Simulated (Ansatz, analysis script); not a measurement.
## Energy of a turned moment in La2Fe2Se2O3

How well does a Heisenberg term describe La2Fe2Se2O3? One moment is turned under a constraint.

Program: Ansatz 0.2.0. Level of theory: LDA with U = 4.5 eV on Fe d, PAW set soft_2 (files made for PBE). Results are calculated unless marked as measured.

## Step 1: The structure

It takes space group I4/mmm (No. 139, tetragonal). Conventional cell: a = 4.122 Å, b = 4.122 Å, c = 18.979 Å, α = 90.00°, β = 90.00°, γ = 90.00°. La has 4 O at 2.39 Å and 4 Se at 3.36 Å nearest. Nearest to Fe lie 2 O at 2.06 Å and 4 Se at 2.77 Å. Se has 4 Fe at 2.77 Å and 4 La at 3.36 Å nearest. O has 4 Fe at 2.06 Å nearest. Nearest to O lie 4 La at 2.39 Å. Farther neighbours and most contacts between anions are not listed.

The cell comes from the Materials Project, a database of computed structures, and the real compound, where it exists, may take another one.

The cell of this run holds 9 atoms, 2 of them with a starting moment; values «a cell» refer to the cell of the run in question.

## Step 2: Starting state

The work starts on two spin channels, which tell the size of the moments.

The input, input.yaml:

```yaml
crystal:
  lattice:
    - [-2.0608245057, 2.0608395062, 9.4894935136]
    - [2.0608245057, -2.0608395062, 9.4894935136]
    - [2.0608245057, 2.0608395062, -9.4894935136]
  atoms:
    - { symbol: La, position: [0.3136675, 0.3136675, 0.0] }
    - { symbol: La, position: [0.6863325, 0.6863325, 0.0] }
    - { symbol: Fe, position: [0.0, 0.5, 0.5], spin: 4.0 }
    - { symbol: Fe, position: [0.5, 0.0, 0.5], spin: -4.0 }
    - { symbol: Se, position: [0.902149, 0.902149, 0.0] }
    - { symbol: Se, position: [0.097851, 0.097851, 0.0] }
    - { symbol: O, position: [0.5, 0.5, 0.0] }
    - { symbol: O, position: [0.250001, 0.750001, 0.5] }
    - { symbol: O, position: [0.749999, 0.249999, 0.5] }
magnetization:
  spin_polarized: true
kpoints:
  mp_grid: { grid: [6, 6, 6] }
hamiltonian:
  xc: lda
  hubbard: { sites: [{ species: Fe, l: d, u_eff: 4.5 }] }
scf:
  occupations: { method: fermi_dirac, width: 0.02 }
  max_iter: 120
  convergence: { dr2_threshold: 1.0e-08 }
```

Launch:

```
$ ansatz run input.yaml --threads 4 --pin off --max-ram 16384MiB --backend cpu --events-out ev --progress --plain --runs-dir out
```

Numbers of over 12 decimals in the logs are rounded to 6 here.

Log:

```text
basis.fft_grid_basis auto: the FFT boxes are laid along the combinations [[1, 0, 1], [0, 1, 1], [0, 0, 1]] of the cell's own vectors, 4.122, 4.122 and 9.927 Å long. The dense box has 30×30×72 points. Along the cell's own vectors, as sized, it would have 72×72×72, 5.76 times as many. Of the 8 symmetry operations that the crystal satisfies within crystal.symmetry.tolerance (time reversal apart; of a slab, those that ke [...]
La: projections on atomic orbitals take those of the free atom [Kr 4d10] 4f0 5s2 5p6 5d1 6s2, of charge +0.00 (hamiltonian.pseudopotentials.projection_atoms); the dataset's partial waves leave at most 1.9e-5 of an orbital's norm unspanned inside its sphere
Fe: projections on atomic orbitals take those of the free atom [Ne] 3s2 3p6 3d6 4s2, of charge +0.00 (hamiltonian.pseudopotentials.projection_atoms); the dataset's partial waves leave at most 1.1e-6 of an orbital's norm unspanned inside its sphere
Se: projections on atomic orbitals take those of the free atom [Ar] 3d10 4s2 4p4, of charge +0.00 (hamiltonian.pseudopotentials.projection_atoms); the dataset's partial waves leave at most 2.3e-6 of an orbital's norm unspanned inside its sphere
O: projections on atomic orbitals take those of the free atom [He] 2s2 2p4, of charge +0.00 (hamiltonian.pseudopotentials.projection_atoms); the dataset's partial waves leave at most 1.9e-8 of an orbital's norm unspanned inside its sphere
Engine: ansatz 0.2.0, aarch64-unknown-linux-gnu
Pseudopotentials: kind: paw
Pseudopotential: La, paw, valence charge 11, recommended cutoff 420 eV (normal), La.paw.azcp
Pseudopotential: Fe, paw, valence charge 16, recommended cutoff 420 eV (normal), Fe.paw.azcp
Pseudopotential: Se, paw, valence charge 16, recommended cutoff 420 eV (normal), Se.paw.azcp
Pseudopotential: O, paw, valence charge 6, recommended cutoff 420 eV (normal), O.paw.azcp
Functional definition: SPW92
  exchange = slater_x
  correlation = pw_c
Crystal: 9 atoms, lattice volume = 161.209 Å³
Basis set: ecut = 420 eV, 3179 PW (Γ), FFT grids on a1+a3, a2+a3, a3
Bands: 68, of which v1, the nominal top of the filled ones, is band 52 counted from 1 (51 counted from 0)
Symmetry: 8 space group operations
Space group: Immm (ITA 71), of the structure as read, at distance tolerance 5.4e-5 Å
k-points: 46 of 216
Non-local potential: La, projectors of the file, l = 0: 3, l = 1: 2, l = 2: 2, l = 3: 3
Non-local potential: Fe, projectors of the file, l = 0: 3, l = 1: 2, l = 2: 3, l = 3: 1
Non-local potential: Se, projectors of the file, l = 0: 2, l = 1: 2, l = 2: 3, l = 3: 1
Non-local potential: O, projectors of the file, l = 0: 2, l = 1: 2, l = 2: 1
PAW form: soft (Blöchl's): semilocal exchange-correlation on the pseudo side does not see the compensation charge
PAW frozen core: La, regenerated for the run's functional, and the local potential with it (the file was generated under x = pbe(κ = 0.804, μ = 0.219515), c = pbe(β = 0.066725))
PAW frozen core: Fe, regenerated for the run's functional, and the local potential with it (the file was generated under x = pbe(κ = 0.804, μ = 0.219515), c = pbe(β = 0.066725))
PAW frozen core: Se, regenerated for the run's functional, and the local potential with it (the file was generated under x = pbe(κ = 0.804, μ = 0.219515), c = pbe(β = 0.066725))
PAW frozen core: O, regenerated for the run's functional, and the local potential with it (the file was generated under x = pbe(κ = 0.804, μ = 0.219515), c = pbe(β = 0.066725))
PAW one-centre angular grid: La, 590 points (default); XC on 64 Gauss nodes
PAW one-centre angular grid: Fe, 590 points (default); XC on 64 Gauss nodes
PAW one-centre angular grid: Se, 590 points (default); XC on 64 Gauss nodes
PAW one-centre angular grid: O, 110 points (default); XC on 64 Gauss nodes
Initial density: superposition of atomic densities (chi_scale 0.1, normalization cell, long waves kept (reshape's long-wave potential 0.25 eV rms))
Starting moments: Σ|m| = 8 μB on 2 of 9 sites
Initial wavefunctions: pseudopotential atomic-orbital guess
Functional: x = slater, c = lda
SCF iter   1: F=—  HF=-33431.021680 eV  |F-HF|=—  |Δ(HF+E_count)|=         —  Δρ=5.24e-2 (↑5.24e-2 ↓5.24e-2)  dr2=1.57e1  dr2_m=4.84e-1  M=-0.000 μB ∫|m|=6.927 μB  β_m=0.30  ethr=3.10e-3  ⟨swp⟩=6.5  Hψ=21687  notcnv=0
preconditioner: auto → Kerker (q_TF=auto, 2.536 Å⁻¹)  [metal: Δε(μ)=0.006 eV  Ē_g=9.150 eV  σ=0.020 eV  W_gap=0.07  n_scr=50 (ndim 8)  ℏωp=23.4 eV  f_vac=0.000  D(μ)=12.94/eV (n_scr^D=162)]
spin=Collinear: Kerker preconditioning applied to the charge; magnetization (m = ρ↑ − ρ↓) channel mixes plain (no charge-response kernel on spin).
SCF iter   2: F=—  HF=-33429.734988 eV  |F-HF|=—  |Δ(HF+E_count)|=    1.29e0  Δρ=2.60e-2 (↑2.60e-2 ↓2.60e-2)  dr2=2.19e0  dr2_m=3.71e-1  M=0.000 μB ∫|m|=7.492 μB  β_m=1.00  ethr=3.10e-3  ⟨swp⟩=3.1  Hψ=14211  notcnv=0  defer=318
preconditioner: auto → Resta (q_TF=auto, 2.536 Å⁻¹)  ε∞=6.7  [insulator: Δε(μ)=0.415 eV  Ē_g=9.771 eV  σ=0.020 eV  W_gap=1.00  n_scr=50 (ndim 8)  ℏωp=23.4 eV  f_vac=0.000  D(μ)=0.00/eV (n_scr^D=0)  ε∞_Penn≈6.7]
spin=Collinear: Resta preconditioning applied to the charge; magnetization (m = ρ↑ − ρ↓) channel mixes plain (no charge-response kernel on spin).
SCF iter   3: F=—  HF=-33430.327897 eV  |F-HF|=—  |Δ(HF+E_count)|=   5.93e-1  Δρ=1.49e-2 (↑1.49e-2 ↓1.49e-2)  dr2=9.46e-1  dr2_m=1.69e-3  M=0.000 μB ∫|m|=7.440 μB  β_m=1.00  ethr=2.10e-3  ⟨swp⟩=2.8  Hψ=8069  notcnv=0  defer=864
SCF iter   4: F=—  HF=-33430.595806 eV  |F-HF|=—  |Δ(HF+E_count)|=   2.68e-1  Δρ=4.60e-3 (↑4.60e-3 ↓4.60e-3)  dr2=1.54e-1  dr2_m=7.21e-4  M=0.000 μB ∫|m|=7.462 μB  β_m=1.00  ethr=9.10e-4  ⟨swp⟩=3.0  Hψ=9382  notcnv=0  defer=1074
SCF iter   5: F=—  HF=-33430.847371 eV  |F-HF|=—  |Δ(HF+E_count)|=   2.52e-1  Δρ=2.51e-3 (↑2.51e-3 ↓2.51e-3)  dr2=3.46e-2  dr2_m=2.78e-4  M=0.000 μB ∫|m|=7.456 μB  β_m=1.00  ethr=1.48e-4  ⟨swp⟩=3.3  Hψ=7399  notcnv=0  defer=1074
SCF iter   6: F=—  HF=-33430.985103 eV  |F-HF|=—  |Δ(HF+E_count)|=   1.38e-1  Δρ=1.24e-3 (↑1.24e-3 ↓1.24e-3)  dr2=5.19e-3  dr2_m=2.62e-4  M=0.000 μB ∫|m|=7.444 μB  β_m=0.30  ethr=3.33e-5  ⟨swp⟩=2.9  Hψ=9491  notcnv=0  defer=1080
Mixer restart at iter 6: flushing history
spin-set hold released at iteration 6 (site moments contracting): the magnetisation degrees of freedom join the quasi-Newton model from the next iteration; the mixer history was flushed
SCF iter   7: F=—  HF=-33431.061455 eV  |F-HF|=—  |Δ(HF+E_count)|=   7.64e-2  Δρ=8.99e-4 (↑8.99e-4 ↓8.99e-4)  dr2=2.89e-3  dr2_m=3.22e-4  M=0.000 μB ∫|m|=7.448 μB  β_m=0.65  ethr=4.99e-6  ⟨swp⟩=3.0  Hψ=10185  notcnv=0  defer=1080
SCF iter   8: F=—  HF=-33431.144654 eV  |F-HF|=—  |Δ(HF+E_count)|=   8.32e-2  Δρ=7.49e-4 (↑7.49e-4 ↓7.49e-4)  dr2=2.13e-3  dr2_m=8.06e-5  M=0.000 μB ∫|m|=7.451 μB  β_m=0.59  ethr=2.78e-6  ⟨swp⟩=3.5  Hψ=12240  notcnv=0  defer=1066
Mixer restart at iter 8: flushing history
[...]
SCF iter  22: F=—  HF=-33429.917343 eV  |F-HF|=—  |Δ(HF+E_count)|=         —  Δρ=1.98e-2 (↑1.98e-2 ↓2.16e-6)  dr2=1.41e-1  dr2_m=1.45e-1  M=0.000 μB ∫|m|=7.477 μB  ethr=4.81e-5  ⟨swp⟩=3.0  Hψ=7977  notcnv=0  defer=798
Mixer restart at iter 22: flushing history
SCF iter  23: F=—  HF=-33431.144397 eV  |F-HF|=—  |Δ(HF+E_count)|=         —  Δρ=2.13e-6 (↑2.13e-6 ↓2.12e-6)  dr2=2.24e-8  dr2_m=1.13e-9  M=0.000 μB ∫|m|=7.455 μB  β_m=0.60  ethr=3.51e-11  ⟨swp⟩=3.6  Hψ=16270  notcnv=0  defer=689
SCF iter  24: F=—  HF=-33431.144397 eV  |F-HF|=—  |Δ(HF+E_count)|=   3.59e-9  Δρ=1.33e-6 (↑1.33e-6 ↓1.33e-6)  dr2=8.89e-9  dr2_m=4.29e-10  M=0.000 μB ∫|m|=7.455 μB  β_m=0.80  ethr=2.16e-11  ⟨swp⟩=1.2  Hψ=7379  notcnv=0  defer=689
SCF iter  25: F=-33431.144397 eV  HF=-33431.144397 eV  |F-HF|=5.21e-9  |Δ(HF+E_count)|=   2.62e-9  Δρ=1.06e-6 (↑1.06e-6 ↓1.06e-6)  dr2=5.46e-9  dr2_m=2.88e-11  M=0.000 μB ∫|m|=7.455 μB  ethr=8.54e-12  ⟨swp⟩=1.8  Hψ=16572  notcnv=0
SCF 1 converged in 25 iterations: F = -33431.144397 eV  dr2 = 5.46e-9
  greatest PAW one-centre occupation: 1.005 electrons in one spin orbital (limit 2), on the Fe atom at site 2 (counted from 0), in its partial waves of l = 1
Symmetry: 4 space group operations
k-points: 68 of 216
Initial density: read from a saved state, or passed on in memory by an earlier SCF of this step, an earlier step, the calling program or the single point that the run made first
Starting moments: Σ|m| = 8 μB on 2 of 9 sites; this step starts from the density that it was given
Initial wavefunctions: those read from a saved state, or passed on in memory by an earlier step or the calling program
iter 1 solved again at ethr=5.27e-12 eV; its pass at ethr=9.62e-7 eV (dr2=5.48e-9 eV) is discarded
SCF iter   1: F=—  HF=-33431.144397 eV  |F-HF|=—  |Δ(HF+E_count)|=         —  Δρ=1.06e-6 (↑1.06e-6 ↓1.06e-6)  dr2=5.48e-9  dr2_m=2.88e-11  M=0.000 μB ∫|m|=7.455 μB  ethr=5.27e-12  ⟨swp⟩=1.0  Hψ=39943  notcnv=0
preconditioner: auto → Resta (q_TF=auto, 2.536 Å⁻¹)  ε∞=5.9  [insulator: Δε(μ)=2.186 eV  Ē_g=10.548 eV  σ=0.020 eV  W_gap=1.00  n_scr=50 (ndim 8)  ℏωp=23.4 eV  f_vac=0.000  D(μ)=0.00/eV (n_scr^D=0)  ε∞_Penn≈5.9]
spin=Collinear: Resta preconditioning applied to the charge; magnetization (m = ρ↑ − ρ↓) channel mixes plain (no charge-response kernel on spin).
SCF iter   2: F=—  HF=-33431.141044 eV  |F-HF|=—  |Δ(HF+E_count)|=   3.35e-3  Δρ=5.77e-4 (↑5.77e-4 ↓5.77e-4)  dr2=7.57e-4  dr2_m=2.55e-5  M=0.000 μB ∫|m|=7.455 μB  ethr=9.62e-7  ⟨swp⟩=2.1  Hψ=40587  notcnv=0
SCF iter   3: F=—  HF=-33431.144395 eV  |F-HF|=—  |Δ(HF+E_count)|=   3.35e-3  Δρ=3.87e-5 (↑3.87e-5 ↓3.87e-5)  dr2=2.50e-5  dr2_m=9.92e-7  M=0.000 μB ∫|m|=7.455 μB  ethr=9.62e-7  ⟨swp⟩=1.0  Hψ=22249  notcnv=0
SCF iter   4: F=-33431.144397 eV  HF=-33431.144397 eV  |F-HF|=6.50e-9  |Δ(HF+E_count)|=   2.06e-6  Δρ=8.81e-7 (↑8.81e-7 ↓8.80e-7)  dr2=7.86e-9  dr2_m=1.53e-10  M=0.000 μB ∫|m|=7.455 μB  ethr=9.62e-12  ⟨swp⟩=3.0  Hψ=29196  notcnv=0
SCF 2 converged in 4 iterations: F = -33431.144397 eV  dr2 = 7.86e-9
an SCF along what the orbitals of the run's state read of its open shells (or to have them read: on a GPU, or by another smearing), with 4 of the crystal's symmetry operations given up (68 k-points in place of 46), reached no lower state that the run goes on to. This is no proof of a minimum
SCF converged after 25 iterations
Magnetization: 0.0000 μB (52.0000 up, 52.0000 down)
Absolute magnetization: 7.4582 μB (∫|ρ↑−ρ↓|, with the PAW one-centre terms)
Spin contamination: 3.9620 ħ² per cell (⟨S²⟩ above its minimum at these occupations)
Per-site moments (μB) at R_I (Å): [(2.600435913629464e-8, 0.985439), (2.6004359040151815e-8, 0.985439), (3.287409, 0.850096), (-3.287398, 0.850090), (-4.194854220535802e-7, 1.144334), (-4.194854224078791e-7, 1.144334), (-1.7383573385104803e-6, 0.850090), (-2.551273739268703e-8, 0.985439), (-2.5512737283065828e-8, 0.985439)]
Free energy (F): -33431.144397 eV
Harris-Foulkes:  -33431.144397 eV  (|F-HF|=5.21e-9)
Internal energy: -33431.144397 eV  (E = F + TS)
E sigma→0 (E₀):  -33431.144397 eV
Fermi energy:    11.153342 eV
--- Per-component energies (eV) ---
  E_band       = -1433.705396
  E_kinetic    = 1823.382174
  E_local      = -14053.363954  (includes V_loc(G=0)·N_el)
  E_nonlocal   = -360.813199
  E_hartree    = 6337.593348
  E_xc         = -928.786484
  E_vxc        = -1065.751354  (∫ρ·V_xc dr)
  E_hubbard    = 1.838834  (on-site DFT+U / exact-exchange correction)
  E_vhub       = -24.822755  (the Hubbard potential's part of the band-sum identity)
  E_paw        = -17203.964053  (= ΣΔE_a)
  E_vpaw       = -427.528330  (= ΣTr[D̂ρ^β])
  E_aug_tail   = 0.007546  (compensation charges beyond the density's cutoff)
  E_ewald      = -9053.212602
  E_core_change = 6.173993  (= ΣΔE_core)
  E_smearing   = -0.000000  (= −TS)
  E_closure    = 0.000000  (closes the sum)
  Σ components = -33431.144397   (vs F -33431.144397, Δ=0.00e0)
Occupation matrices written to <dir>
```

Run time: 2.1 min. Hardware: 4 threads of Arm Neoverse V1, shared host; peak memory 3.8 GiB; 8.2 min of CPU time.

In the SCF lines HF is the Harris–Foulkes energy and dr2 the Hartree energy of the density residual, in eV; the loop may stop once dr2 is under the threshold and the program's other checks hold. Hψ counts applications of the Hamiltonian.

Spin moment in the atom's sphere by atom:

```
atom  spin moment in the atom's sphere (μB)
 La1                                   0.00
 La2                                   0.00
 Fe3                                   3.29
 Fe4                                  -3.29
 Se5                                   0.00
 Se6                                   0.00
  O7                                   0.00
  O8                                   0.00
  O9                                   0.00
```

Tables count atoms from 1; parts of the log count from 0.

The run ends antiferromagnetic, with a net moment of 0 μB a cell. Only this order was typed.

(Part 1 of 2 ends here.)

[Logs and program files are shortened in this print: banners, set-up blocks, solver, clock and traceback lines can be left out without a mark of their own.]

[Logs are printed without paths, hosts, clocks, repeated set-up lines and the standing remarks that a program may print on its own settings, such as how far it seeks lower states.]

[Hosts, paths, dates, database ids (printed as entryN), source tags and the programs' standing remarks are cut or masked in the printed files.]
